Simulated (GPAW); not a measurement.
# How KCl (Sylvite) absorbs and reflects light, part 2 of 2

Wanted: where KCl (Sylvite) starts to absorb, how strongly, and its refractive index.

GPAW 26.7.0; DFT, PBE, plane-wave PAW (GPAW data sets), scalar-relativistic, RPA, optical limit.

So far. Step 2 (Ground state): There is a gap, 5.19 eV on this mesh (points off the mesh can give less), so no carriers' term is needed.

**4. Dielectric function, RPA (continued)**

The Im ε, E ∥ x has structure finer than the step of the table below, so its rows give means over 1 eV, whole bins alone (the curve runs from 0 to 21.9 eV). Peaks (eV: height): 7.5: 2.05, 8.0: 2.98, 11.1: 2.47, 17.6: 1.56, 20.2: 1.10.

Values under the direct gap are tails of Lorentzian lines. Table of Im ε, E ∥ x by photon energy; means over each step:

photon energy (eV), Im ε, E ∥ x and a bar:
```
        1       0.00 
        2       0.01 
        3       0.01 
        4       0.02 
        5       0.12 ##
        6       0.53 #######
        7       1.20 ################
        8       2.22 ##############################
        9       1.32 ##################
       10       1.45 ###################
       11       2.25 ##############################
       12       1.20 ################
       13       0.74 ##########
       14       0.60 ########
       15       0.24 ###
       16       0.60 ########
       17       1.07 ##############
       18       0.94 ############
       19       0.73 ##########
       20       0.90 ############
       21       0.80 ###########
```

The Re ε, E ∥ x by photon energy:

| photon energy (eV) | Re ε, E ∥ x |
| --- | --- |
| 0 | 2.17 |
| 1 | 2.18 |
| 2 | 2.22 |
| 3 | 2.29 |
| 4 | 2.43 |
| 5 | 2.74 |
| 6 | 3.07 |
| 7 | 2.98 |
| 8 | 2.44 |
| 9 | 1.41 |
| 10 | 2.37 |
| 11 | 1.25 |
| 12 | 0.307 |
| 13 | 0.710 |
| 14 | 0.692 |
| 15 | 1.17 |
| 16 | 1.64 |
| 17 | 1.53 |
| 18 | 0.711 |
| 19 | 1.04 |
| 20 | 1.16 |
| 21 | 0.854 |

The loss function −Im 1/ε at q → 0, E ∥ x has structure finer than the step of the table below, so its rows give means over 0.5 eV, whole bins alone (the curve runs from 0 to 21.9 eV). Peaks (eV: height): 8.77: 0.460, 12.26: 0.932, 13.77: 0.766, 17.83: 0.745, 20.44: 0.686, 21.35: 0.752.

Values under the direct gap are tails of Lorentzian lines. Table of loss function −Im 1/ε at q → 0, E ∥ x by energy loss; means over each step:

| energy loss (eV) | loss function −Im 1/ε at q → 0, E ∥ x |
| --- | --- |
| 0.5 | 2.5e-4 |
| 1.0 | 5.1e-4 |
| 1.5 | 7.9e-4 |
| 2.0 | 0.00110 |
| 2.5 | 0.00145 |
| 3.0 | 0.00187 |
| 3.5 | 0.00241 |
| 4.0 | 0.00318 |
| 4.5 | 0.00452 |
| 5.0 | 0.0101 |
| 5.5 | 0.0399 |
| 6.0 | 0.0650 |
| 6.5 | 0.0698 |
| 7.0 | 0.101 |
| 7.5 | 0.145 |
| 8.0 | 0.208 |
| 8.5 | 0.344 |
| 9.0 | 0.388 |
| 9.5 | 0.233 |
| 10.0 | 0.181 |
| 10.5 | 0.262 |
| 11.0 | 0.341 |
| 11.5 | 0.497 |
| 12.0 | 0.877 |
| 12.5 | 0.805 |
| 13.0 | 0.655 |
| 13.5 | 0.602 |
| 14.0 | 0.714 |
| 14.5 | 0.416 |
| 15.0 | 0.150 |
| 15.5 | 0.163 |
| 16.0 | 0.205 |
| 16.5 | 0.281 |
| 17.0 | 0.316 |
| 17.5 | 0.470 |
| 18.0 | 0.677 |
| 18.5 | 0.498 |
| 19.0 | 0.469 |
| 19.5 | 0.445 |
| 20.0 | 0.442 |
| 20.5 | 0.637 |
| 21.0 | 0.608 |
| 21.5 | 0.715 |

The Im ε, E ∥ x has structure finer than the step of the table below, so its rows give means over 0.5 eV, whole bins alone (the curve runs from 0 to 21.9 eV). Peaks (eV: height): without local fields 7.50: 3.29, 7.97: 4.44, 10.24: 4.41, 15.73: 2.24, 20.82: 2.48; with local fields 7.50: 2.05, 8.03: 2.98, 11.10: 2.47, 17.61: 1.56, 20.19: 1.10.

Values under the direct gap are tails of Lorentzian lines. The Im ε, E ∥ x by photon energy; means over each step:

| photon energy (eV) | without local fields | with local fields |
| --- | --- | --- |
| 0.5 | 0.00168 | 0.00119 |
| 1.0 | 0.00345 | 0.00244 |
| 1.5 | 0.00539 | 0.00382 |
| 2.0 | 0.00761 | 0.00540 |
| 2.5 | 0.0103 | 0.00734 |
| 3.0 | 0.0138 | 0.00984 |
| 3.5 | 0.0185 | 0.0133 |
| 4.0 | 0.0257 | 0.0188 |
| 4.5 | 0.0391 | 0.0294 |
| 5.0 | 0.0952 | 0.0783 |
| 5.5 | 0.387 | 0.342 |
| 6.0 | 0.684 | 0.590 |
| 6.5 | 0.899 | 0.714 |
| 7.0 | 1.70 | 1.12 |
| 7.5 | 2.83 | 1.77 |
| 8.0 | 3.60 | 2.49 |
| 8.5 | 2.54 | 1.96 |
| 9.0 | 1.76 | 1.27 |
| 9.5 | 1.80 | 0.885 |
| 10.0 | 3.48 | 1.37 |
| 10.5 | 3.65 | 2.22 |
| 11.0 | 2.74 | 2.35 |
| 11.5 | 1.56 | 1.95 |
| 12.0 | 0.861 | 1.06 |
| 12.5 | 0.885 | 0.781 |
| 13.0 | 0.942 | 0.710 |
| 13.5 | 1.07 | 0.788 |
| 14.0 | 0.758 | 0.597 |
| 14.5 | 0.491 | 0.309 |
| 15.0 | 0.921 | 0.208 |
| 15.5 | 2.01 | 0.348 |
| 16.0 | 1.71 | 0.612 |
| 16.5 | 0.966 | 0.826 |
| 17.0 | 0.664 | 1.06 |
| 17.5 | 0.675 | 1.36 |
| 18.0 | 0.862 | 0.831 |
| 18.5 | 1.14 | 0.666 |
| 19.0 | 1.14 | 0.778 |
| 19.5 | 0.883 | 0.693 |
| 20.0 | 1.08 | 0.955 |
| 20.5 | 1.89 | 0.879 |
| 21.0 | 2.29 | 0.833 |
| 21.5 | 1.63 | 0.702 |

The reflectivity at normal incidence, E ∥ x has structure finer than the step of the table below, so its rows give means over 0.5 eV, whole bins alone (the curve runs from 0 to 21.9 eV). Peaks (eV: height): 8.03: 15.6, 11.71: 19.6, 17.61: 10.0, 20.31: 6.09.

The reflectivity at normal incidence, E ∥ x by photon energy; means over each step:

| photon energy (eV) | reflectivity at normal incidence, E ∥ x (%) |
| --- | --- |
| 0.5 | 3.66 |
| 1.0 | 3.70 |
| 1.5 | 3.77 |
| 2.0 | 3.87 |
| 2.5 | 4.00 |
| 3.0 | 4.18 |
| 3.5 | 4.43 |
| 4.0 | 4.77 |
| 4.5 | 5.26 |
| 5.0 | 6.13 |
| 5.5 | 7.00 |
| 6.0 | 7.51 |
| 6.5 | 8.25 |
| 7.0 | 9.27 |
| 7.5 | 11.1 |
| 8.0 | 13.8 |
| 8.5 | 10.6 |
| 9.0 | 6.14 |
| 9.5 | 4.28 |
| 10.0 | 7.78 |
| 10.5 | 11.8 |
| 11.0 | 13.9 |
| 11.5 | 16.2 |
| 12.0 | 12.4 |
| 12.5 | 5.55 |
| 13.0 | 3.68 |
| 13.5 | 3.86 |
| 14.0 | 3.37 |
| 14.5 | 1.09 |
| 15.0 | 0.432 |
| 15.5 | 1.25 |
| 16.0 | 2.69 |
| 16.5 | 3.40 |
| 17.0 | 4.73 |
| 17.5 | 7.73 |
| 18.0 | 4.95 |
| 18.5 | 2.56 |
| 19.0 | 3.10 |
| 19.5 | 2.55 |
| 20.0 | 4.25 |
| 20.5 | 4.85 |
| 21.0 | 4.23 |
| 21.5 | 4.02 |

At chosen wavelengths:

| wavelength (nm) | n | k | R (%) | 1/α |
| --- | --- | --- | --- | --- |
| 1064 | 1.48 | 0.001 | 3.7 | 87 µm |
| 800 | 1.48 | 0.001 | 3.8 | 48 µm |
| 633 | 1.49 | 0.002 | 3.9 | 29 µm |
| 532 | 1.50 | 0.002 | 3.9 | 19 µm |
| 405 | 1.52 | 0.003 | 4.2 | 9.6 µm |
| 248 | 1.66 | 0.020 | 6.1 | 1.0 µm |
| 193 | 1.76 | 0.148 | 7.9 | 104 nm |

Below the direct gap, k and the depth come from the tails of the Lorentzian lines, not from transitions.

Rows near the edge hang on the gap, which this functional as a rule makes too small, and phonon-assisted absorption is left out.

**5. Results**

```yaml
electronic_dielectric_constant_eps_infinity_mean_over_x_y_and_z_by_symmetry_where_fewer_were_run_rpa: 2.17
main_peak_of_im_epsilon_first_axis: 8.00 eV
```

**Reading.** At this level (PBE, RPA) KCl has ε∞ = 2.17 and n = 1.47 at 1550 nm, and Im ε peaks at 8.0 eV. On the mesh the gap is 5.19 eV and the least direct gap 5.19 eV. Local fields change the static value along x from 2.57 to 2.17 (-16 %). Distinct maxima of Im ε, read by a parabola through the highest points, lie at 7.52 eV (2.1), 8.00 eV (3.0), 10.60 eV (2.4) and 11.10 eV (2.5). Excitons and phonon-assisted transitions are missing; PBE gaps are as a rule too small, which pulls the onset down and ε∞ up. The sum runs over mesh points, so small or evenly spaced maxima can still be ripples of the mesh.

[Machine, clock and banner lines and Python warnings are left out of the logs.]

[Logs are printed without paths, hosts, clocks, repeated set-up lines and the standing remarks that a program may print on its own settings, such as how far it seeks lower states.]

[Hosts, paths, dates, database ids (printed as entryN), source tags and the programs' standing remarks are cut or masked in the printed files.]
